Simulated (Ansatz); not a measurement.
Reflectivity of Na (Im-3m) at normal incidence (Ansatz, r2SCAN, independent particles, without spin-orbit coupling, line width 0.15 eV (Gaussian), carrier damping 0.03 eV):

| E (eV) | R (%) |
| --- | --- |
| 1.00 | 99.0 |
| 1.25 | 99.0 |
| 1.50 | 99.0 |
| 1.75 | 98.9 |
| 2.00 | 98.8 |
| 2.25 | 98.2 |
| 2.50 | 97.3 |
| 2.75 | 96.3 |
| 3.00 | 95.5 |
| 3.25 | 94.7 |
| 3.50 | 94.1 |
| 3.75 | 93.6 |
| 4.00 | 93.2 |
| 4.25 | 93.0 |
| 4.50 | 92.6 |
| 4.75 | 91.6 |
| 5.00 | 89.6 |

Q: What colour would a polished face show in daylight?

A: Near white: CIE x = 0.315, y = 0.331, luminous reflectivity 98 % under D65, from the mean over the axes.
